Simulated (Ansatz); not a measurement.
**A faulty run on Li+ TFSI- in sulfolane and ethyl methyl carbonate and propylene carbonate at 330 K (89 atoms)**

Program: Ansatz 0.2.0. The cell: 17 O, 4 S, 22 C, 38 H, 1 N, 6 F and 1 Li.

File input.yaml:

```yaml
crystal:
  lattice:
    - [10.11785, 0.0, 0.0]
    - [0.0, 10.11785, 0.0]
    - [0.0, 0.0, 10.11785]
  atoms:
    - { symbol: O, position: [0.31866, 0.06368, 0.93244] }
    - { symbol: S, position: [0.41427, 0.01741, 0.83322] }
    - { symbol: O, position: [0.53415, 0.95385, 0.88357] }
    - { symbol: C, position: [0.34506, 0.91596, 0.70423] }
    - { symbol: C, position: [0.38135, 0.9867, 0.5752] }
    - { symbol: C, position: [0.37798, 0.13007, 0.61642] }
    - { symbol: C, position: [0.46114, 0.15049, 0.73463] }
    - { symbol: H, position: [0.24021, 0.91059, 0.72684] }
    - { symbol: H, position: [0.39363, 0.82026, 0.69982] }
    - { symbol: H, position: [0.29525, 0.96265, 0.50687] }
    - { symbol: H, position: [0.47663, 0.95392, 0.54025] }
    - { symbol: H, position: [0.42343, 0.19284, 0.54228] }
    - { symbol: H, position: [0.27803, 0.16748, 0.62224] }
    - { symbol: H, position: [0.56637, 0.1555, 0.71452] }
    - { symbol: H, position: [0.43653, 0.24387, 0.78484] }
    - { symbol: O, position: [0.91895, 0.72245, 0.58434] }
    - { symbol: S, position: [0.83532, 0.8018, 0.66416] }
    - { symbol: O, position: [0.70993, 0.85216, 0.61864] }
    [... 65 atom lines left out ...]
    - { symbol: H, position: [0.47938, 0.6139, 0.97022] }
    - { symbol: H, position: [0.46184, 0.6623, 0.13596] }
    - { symbol: H, position: [0.62857, 0.43373, 0.00357] }
    - { symbol: H, position: [0.5142, 0.42343, 0.28175] }
    - { symbol: H, position: [0.6232, 0.31701, 0.20138] }
    - { symbol: Li, position: [0.00481, 0.68272, 0.39757] }
kpoints:
  mp_grid: { grid: [1, 1, 1] }
hamiltonian:
  xc: pbe
  dispersion: d3bj
scf:
  occupations: { method: fermi_dirac, width: 0.05 }
  eigensolver: { kind: { support_functions: { accuracy: medium, radius: 2.99 } } }
  max_iter: 150
output:
  forces: true
  eigenvalues: true
```

The run is started by

```sh
$ ansatz run input.yaml --threads 4 --pin off --max-ram 8192MiB --backend cpu --events-out ev --progress --plain --runs-dir out
```

What it wrote:

```text
Warning: scf.eigensolver.kind.support_functions: disabling space-group detection — the functions' gradient is summed over unrotated k-points, so no spatial operation reduces the k-mesh or symmetrises the density; time reversal is kept, so that k and −k are solved as one point where they differ and the mesh holds both, and exact exchange and, on two spinor components, a DFT+U term hold to it where the run has them: [...]
Warning: basis.ecutwfc = 631 eV, auto-derived: no grid that the accuracy of the support functions lays serves the files at the lower one that their records recommend; a deck with other species or settings can derive another value
settings of this run that can trade accuracy for cost: scf.eigensolver.kind.support_functions [...]
Engine: ansatz 0.2.0, aarch64-unknown-linux-gnu
Pseudopotentials: kind: paw
Pseudopotential: O, paw, valence charge 6, recommended cutoff 420 eV (normal), O.paw.azcp
Pseudopotential: S, paw, valence charge 6, recommended cutoff 420 eV (normal), S.paw.azcp
Pseudopotential: C, paw, valence charge 4, recommended cutoff 420 eV (normal), C.paw.azcp
Pseudopotential: H, paw, valence charge 1, recommended cutoff 420 eV (normal), H.paw.azcp
Pseudopotential: N, paw, valence charge 5, recommended cutoff 420 eV (normal), N.paw.azcp
Pseudopotential: F, paw, valence charge 7, recommended cutoff 420 eV (normal), F.paw.azcp
Pseudopotential: Li, paw, valence charge 3, recommended cutoff 420 eV (normal), Li.paw.azcp
[... 5 lines on functional and potentials left out ...]
Error: SCF: the radius of support functions is under 3.35 Å, the least for these sites at the functions' level (scf.eigensolver.kind.support_functions.accuracy). Use scf.eigensolver.kind: auto, or type scf.eigensolver.kind.support_functions.radius at least as long, [...]
```

The job ended after 7.5 s (4 threads of Arm Neoverse V1, shared host; peak memory 0.46 GiB; 23 s of CPU time).

**Question.** What is wrong with this input, and how is it mended?

A radius under the least that the level allows: support_functions.radius = 2.99.

The fix is to use a longer radius.

The run ended with an error.

[Long decimals in the printed logs are rounded to 6 places.]

[Logs are printed without paths, hosts, clocks, repeated set-up lines and the standing remarks that a program may print on its own settings, such as how far it seeks lower states.]

[Hosts, paths, dates, database ids (printed as entryN), source tags and the programs' standing remarks are cut or masked in the printed files.]
